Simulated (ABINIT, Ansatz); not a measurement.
# A GW chain in ABINIT: BN (Qingsongite)

How does a plane-wave GW calculation on BN (Qingsongite) run from the first input to the gap?

Program: ABINIT 10.8.3. Level of theory: PBE and many-body steps on it, plane waves. Results are calculated unless marked as measured.

This is a report of a sequence of runs, with most program output left out.

**1. The starting structure**

Symmetry: F-43m, No. 216, cubic system. The conventional cell has a = 3.615 Å, b = 3.615 Å, c = 3.615 Å, α = 90.00°, β = 90.00°, γ = 90.00°. Nearest to B lie 4 N at 1.57 Å. Nearest to N lie 4 B at 1.57 Å. Farther neighbours and most contacts between anions are not listed.

The cell and positions come from the Crystallography Open Database and are kept as given unless a step says otherwise.

**2. Ground state**

This step: ABINIT 10.8.3; DFT, PBE, plane waves, norm-conserving pseudopotentials.

The ground-state density comes first.

The input, run.abi:

```
acell 3*1.0 Angstrom
rprim 
  -0.000000000000 1.807500000000 1.807500000000
  1.807500000000 0.000000000000 1.807500000000
  1.807500000000 1.807500000000 -0.000000000000
ntypat 2
znucl 5 7
natom 2
typat 1 2
xred 
  0.000000000000 0.000000000000 0.000000000000
  0.250000000000 0.250000000000 0.250000000000
pp_dirpath "pseudos"
pseudos "B.upf, N.upf"
ecut 36
ngkpt 10 10 10
nshiftk 1
shiftk 0 0 0
kptopt 1
chksymbreak 0
nband 9
occopt 1
tolvrs 1e-10
nstep 60
prtwf 0
optforces 0
optstress 0
indata_prefix "in"
outdata_prefix "out"
tmpdata_prefix "tmp"
```

Command:

```sh
> OMP_NUM_THREADS=1 mpirun -n 4 abinit run.abi > log
```

Run time: 4.9 s. Hardware: 4 MPI ranks of Arm Neoverse V1, shared host; peak memory 0.25 GiB.

Numbers from this step:

- total energy: -364.7007 eV
- gap: 4.535 eV
- k of the valence top: 0, 0, 0
- k of the conduction bottom: 0.5, 0.5, 0
- least direct gap: 8.878 eV

The gap is indirect, with the least direct gap 4.34 eV higher.

**3. Bands along the symmetry lines**

Levels along a band path, at the cheap level, show where the edges lie and whether the meshes to come will hold them.

The input, run.abi:

```
acell 3*1.0 Angstrom
rprim 
  -0.000000000000 1.807500000000 1.807500000000
  1.807500000000 0.000000000000 1.807500000000
  1.807500000000 1.807500000000 -0.000000000000
ntypat 2
znucl 5 7
natom 2
typat 1 2
xred 
  0.000000000000 0.000000000000 0.000000000000
  0.250000000000 0.250000000000 0.250000000000
pp_dirpath "pseudos"
pseudos "B.upf, N.upf"
ecut 36
iscf -2
irdden 1
kptopt 0
nkpt 50
kpt 
  0.00000000 0.00000000 0.00000000
  -0.06250000 -0.06250000 0.00000000
  -0.12500000 -0.12500000 0.00000000
  -0.18750000 -0.18750000 0.00000000
  -0.25000000 -0.25000000 0.00000000
  -0.31250000 -0.31250000 0.00000000
  -0.37500000 -0.37500000 0.00000000
  -0.43750000 -0.43750000 0.00000000
  -0.50000000 -0.50000000 0.00000000
  -0.48437500 -0.48437500 0.03125000
  -0.46875000 -0.46875000 0.06250000
  -0.45312500 -0.45312500 0.09375000
  -0.43750000 -0.43750000 0.12500000
  -0.42187500 -0.42187500 0.15625000
  -0.40625000 -0.40625000 0.18750000
  -0.39062500 -0.39062500 0.21875000
  -0.37500000 -0.37500000 0.25000000
  -0.37500000 0.00000000 0.37500000
  -0.32812500 0.00000000 0.32812500
  -0.28125000 0.00000000 0.28125000
  -0.23437500 0.00000000 0.23437500
  -0.18750000 0.00000000 0.18750000
  -0.14062500 0.00000000 0.14062500
  -0.09375000 0.00000000 0.09375000
  -0.04687500 0.00000000 0.04687500
  0.00000000 0.00000000 0.00000000
  0.00000000 0.00000000 0.06250000
  0.00000000 0.00000000 0.12500000
  0.00000000 0.00000000 0.18750000
  0.00000000 0.00000000 0.25000000
  0.00000000 0.00000000 0.31250000
  0.00000000 0.00000000 0.37500000
  0.00000000 0.00000000 0.43750000
  -0.00000000 -0.00000000 0.50000000
  -0.06250000 -0.03125000 0.46875000
  -0.12500000 -0.06250000 0.43750000
  -0.18750000 -0.09375000 0.40625000
  -0.25000000 -0.12500000 0.37500000
  -0.31250000 -0.15625000 0.34375000
  -0.37500000 -0.18750000 0.31250000
  -0.43750000 -0.21875000 0.28125000
  -0.50000000 -0.25000000 0.25000000
  -0.50000000 -0.28125000 0.21875000
  -0.50000000 -0.31250000 0.18750000
  -0.50000000 -0.34375000 0.15625000
  -0.50000000 -0.37500000 0.12500000
  -0.50000000 -0.40625000 0.09375000
  -0.50000000 -0.43750000 0.06250000
  -0.50000000 -0.46875000 0.03125000
  -0.50000000 -0.50000000 0.00000000
istwfk *1
nband 11
nbdbuf 2
tolwfr 1e-08
nstep 40
prtwf 0
prtvol 0
indata_prefix "in"
outdata_prefix "out"
tmpdata_prefix "tmp"
```

The job ended after 3.7 s (4 MPI ranks; peak memory 0.23 GiB).

This step gave:

```yaml
gap: 4.535 eV
k_of_the_valence_top: 0, 0, 0
k_of_the_conduction_bottom: -0.5, -0.5, 0
least_direct_gap: 8.878 eV
```

The gap is 4.535 eV, as in the run before at this level.

The electronic bands at the labelled points (eV, zero at the top of the highest filled band; v1 is the highest filled band, c1 the lowest empty one):

```tsv
point	v4	v3	v2	v1	c1	c2	c3	c4
Γ	-20.21	0.00	0.00	0.00	8.88	8.88	8.88	10.37
halfway	-18.25	-3.97	-3.01	-3.01	6.86	11.62	13.48	13.48
X	-14.62	-8.91	-4.91	-4.91	4.54	9.34	17.91	17.91
halfway	-14.55	-8.69	-5.96	-4.69	5.49	10.28	17.32	17.54
U	-14.54	-8.12	-7.66	-4.08	6.98	12.95	15.84	16.68
jump to K	-14.54	-8.12	-7.66	-4.08	6.98	12.95	15.84	16.68
halfway	-18.03	-5.73	-3.91	-1.12	10.71	10.76	11.24	13.58
Γ	-20.21	0.00	0.00	0.00	8.88	8.88	8.88	10.37
halfway	-18.73	-5.47	-1.13	-1.13	9.70	10.40	10.40	13.57
L	-15.99	-10.68	-1.94	-1.94	10.21	10.78	10.78	15.26
halfway	-15.29	-9.69	-4.82	-3.45	9.66	11.24	14.40	15.79
W	-14.31	-7.58	-6.96	-6.50	9.65	13.35	14.61	14.69
halfway	-14.47	-8.49	-5.77	-5.71	6.58	11.00	16.25	17.43
X	-14.62	-8.91	-4.91	-4.91	4.54	9.34	17.91	17.91
```

**4. Empty states on the mesh, 8×8×8 mesh, 76 bands**

The sums over transitions need many empty states on a uniform mesh; this step solves for them.

The input, run.abi:

```
acell 3*1.0 Angstrom
rprim 
  -0.000000000000 1.807500000000 1.807500000000
  1.807500000000 0.000000000000 1.807500000000
  1.807500000000 1.807500000000 -0.000000000000
ntypat 2
znucl 5 7
natom 2
typat 1 2
xred 
  0.000000000000 0.000000000000 0.000000000000
  0.250000000000 0.250000000000 0.250000000000
pp_dirpath "pseudos"
pseudos "B.upf, N.upf"
ecut 36
ngkpt 8 8 8
nshiftk 1
shiftk 0 0 0
kptopt 1
chksymbreak 0
irdden 1
istwfk *1
nband 76
prtvol 0
optdriver 6
gwr_task "HDIAGO"
paral_kgb 0
occopt 1
indata_prefix "in"
outdata_prefix "out"
tmpdata_prefix "tmp"
```

The job ended after 8.1 s (4 MPI ranks; peak memory 0.38 GiB).

Numbers from this step:

| Property | Result |
| --- | --- |
| gap | 4.535 eV |
| k of the valence top | 0, 0, 0 |
| k of the conduction bottom | 0.5, 0.5, 0 |
| least direct gap | 8.878 eV |
| k points computed | 29 |
| lowest point of the top converged band, above the valence top | 156.1506 eV |

On this mesh the gap is 4.535 eV.

**5. Screening, 8×8×8 mesh, 68 bands, screening to 239.5 eV**

The RPA dielectric matrix is built and inverted for each q.

This step: RPA screening on PBE, plane waves, norm-conserving pseudopotentials.

Edit run.abi of step 4 so:

```diff
@@ -20,10 +20,11 @@
 chksymbreak 0
-irdden 1
 istwfk *1
-nband 76
-prtvol 0
-optdriver 6
-gwr_task "HDIAGO"
-paral_kgb 0
 occopt 1
+irdwfk 1
+optdriver 3
+nband 68
+ecuteps 8.8
+inclvkb 2
+awtr 1
+symchi 1
 indata_prefix "in"
```

Wall time 49 s (4 MPI ranks); peak memory 0.65 GiB; 3.3 min of CPU time.

Numbers from this step:

* ε∞ with local fields, on this mesh, along the program's q direction: 4.310
* the same without local fields: 4.661
* plasma frequency: 30.56 eV
* plane waves in the screening matrix: 113

Local fields lower ε∞ by 8 %.

**6. Self-energy, 8×8×8 mesh, 68 bands, screening to 239.5 eV**

The self-energy is evaluated for the states that the input lists, and the levels follow from it, in one-shot runs by the linearised quasiparticle equation.

This step: G0W0 on PBE, plane waves, norm-conserving pseudopotentials.

Edit run.abi of step 5 so:

```diff
@@ -23,8 +23,17 @@
 irdwfk 1
-optdriver 3
+optdriver 4
 nband 68
+gwcalctyp 0
+ecutsigx 36
+symsigma 1
+nkptgw 2
+kptgw 
+  0.0000000000 0.0000000000 0.0000000000
+  0.5000000000 0.5000000000 0.0000000000
+bdgw 
+  2 7
+  3 6
 ecuteps 8.8
-inclvkb 2
-awtr 1
-symchi 1
+irdscr 1
+ppmodel 1
 indata_prefix "in"
```

Wall time 6.6 s (4 MPI ranks); peak memory 0.65 GiB; 26 s of CPU time.

This step gave:

| Item | Value |
| --- | --- |
| G0W0 gap on the points computed | 6.008 eV |
| starting gap on the mesh | 4.535 eV |
| k of the valence top | 0, 0, 0 |
| k of the conduction bottom | 0.5, 0.5, 0 |
| Z at the valence top | 0.828 |
| Z at the conduction bottom | 0.854 |
| least direct G0W0 gap on the computed points | 10.93 eV |

The gap on the mesh goes from 4.53 eV to 6.01 eV, a correction of +1.47 eV.

Limits: finite bands, cutoff and mesh. v1 is the top filled band, c1 the lowest empty one. Levels before and after the correction, in eV, zero at the valence-band top of each column:

```tsv
	conduction bottom	valence top
Kohn-Sham	4.53	0.00
G0W0	6.01	0.00
```

```tsv
	level	energy (eV)
Kohn-Sham	Γ v3-v1	0.000
Kohn-Sham	Γ c1-c3	8.878
Kohn-Sham	(0.5 0.5 0) v2-v1	-4.907
Kohn-Sham	(0.5 0.5 0) c1	4.535
Kohn-Sham	(0.5 0.5 0) c2	9.342
G0W0	Γ v3-v1	0.000
G0W0	Γ c1-c3	10.930
G0W0	(0.5 0.5 0) v2-v1	-5.389
G0W0	(0.5 0.5 0) c1	6.008
G0W0	(0.5 0.5 0) c2	10.939
```

**7. Where the time went**

Times are wall times on 4 MPI ranks of Arm Neoverse V1, shared host, good to a factor of about two.

```tsv
step	time	share	memory (GiB)
ground state	4.9 s	7 %	0.25
bands along the symmetry lines	3.7 s	5 %	0.23
empty states on the mesh	8.1 s	11 %	0.38
screening	49 s	68 %	0.65
self-energy	6.6 s	9 %	0.65
```

**8. Outcome**

| Item | Value |
| --- | --- |
| PBE gap | 4.54 eV, indirect |
| G0W0 gap on the mesh | 6.01 eV |
| GW settings | 8×8×8 mesh, 68 bands, screening to 239.5 eV, Godby-Needs plasmon pole |
| known limits | not at the basis limit |

In words: G0W0 moves the gap on the mesh from 4.53 eV to 6.01 eV (+1.47 eV), with Z of 0.83 and 0.85 at the edges. Local fields lower the RPA ε∞ on this mesh from 4.66 to 4.31. Only 2 of the mesh's irreducible points were corrected, so a valley elsewhere could overtake. The dearest step here is «screening». Bands and cutoff are finite, so the gap is not at the basis limit. The miss can reach some tenths of an eV and take either sign; the mesh is an error of its own. In the G0W0 run levels were corrected at 2 k points alone, so a gap called «on the mesh» is the least over those, and an edge elsewhere would be missed.

[Paths, hosts, dates, memory and timing lines, banners, echoed tables and standing remarks are left out of the program output.]

[Logs are printed without paths, hosts, clocks, repeated set-up lines and the standing remarks that a program may print on its own settings, such as how far it seeks lower states.]

[Runs of the session that timed out or met a known fault of the program may be left out.]

[Hosts, paths, dates, database ids (printed as entryN), source tags and the programs' standing remarks are cut or masked in the printed files.]

[G0W0 gaps are taken among the corrected bands and points alone; a level outside them can change the order at an edge.]

[Where Ansatz stands beside ABINIT at settings called matched, ABINIT's density can come from a denser mesh and the files from another edition; pairs whose starting gaps differed by over 0.03 eV were left out, so agreement reads better than it is.]
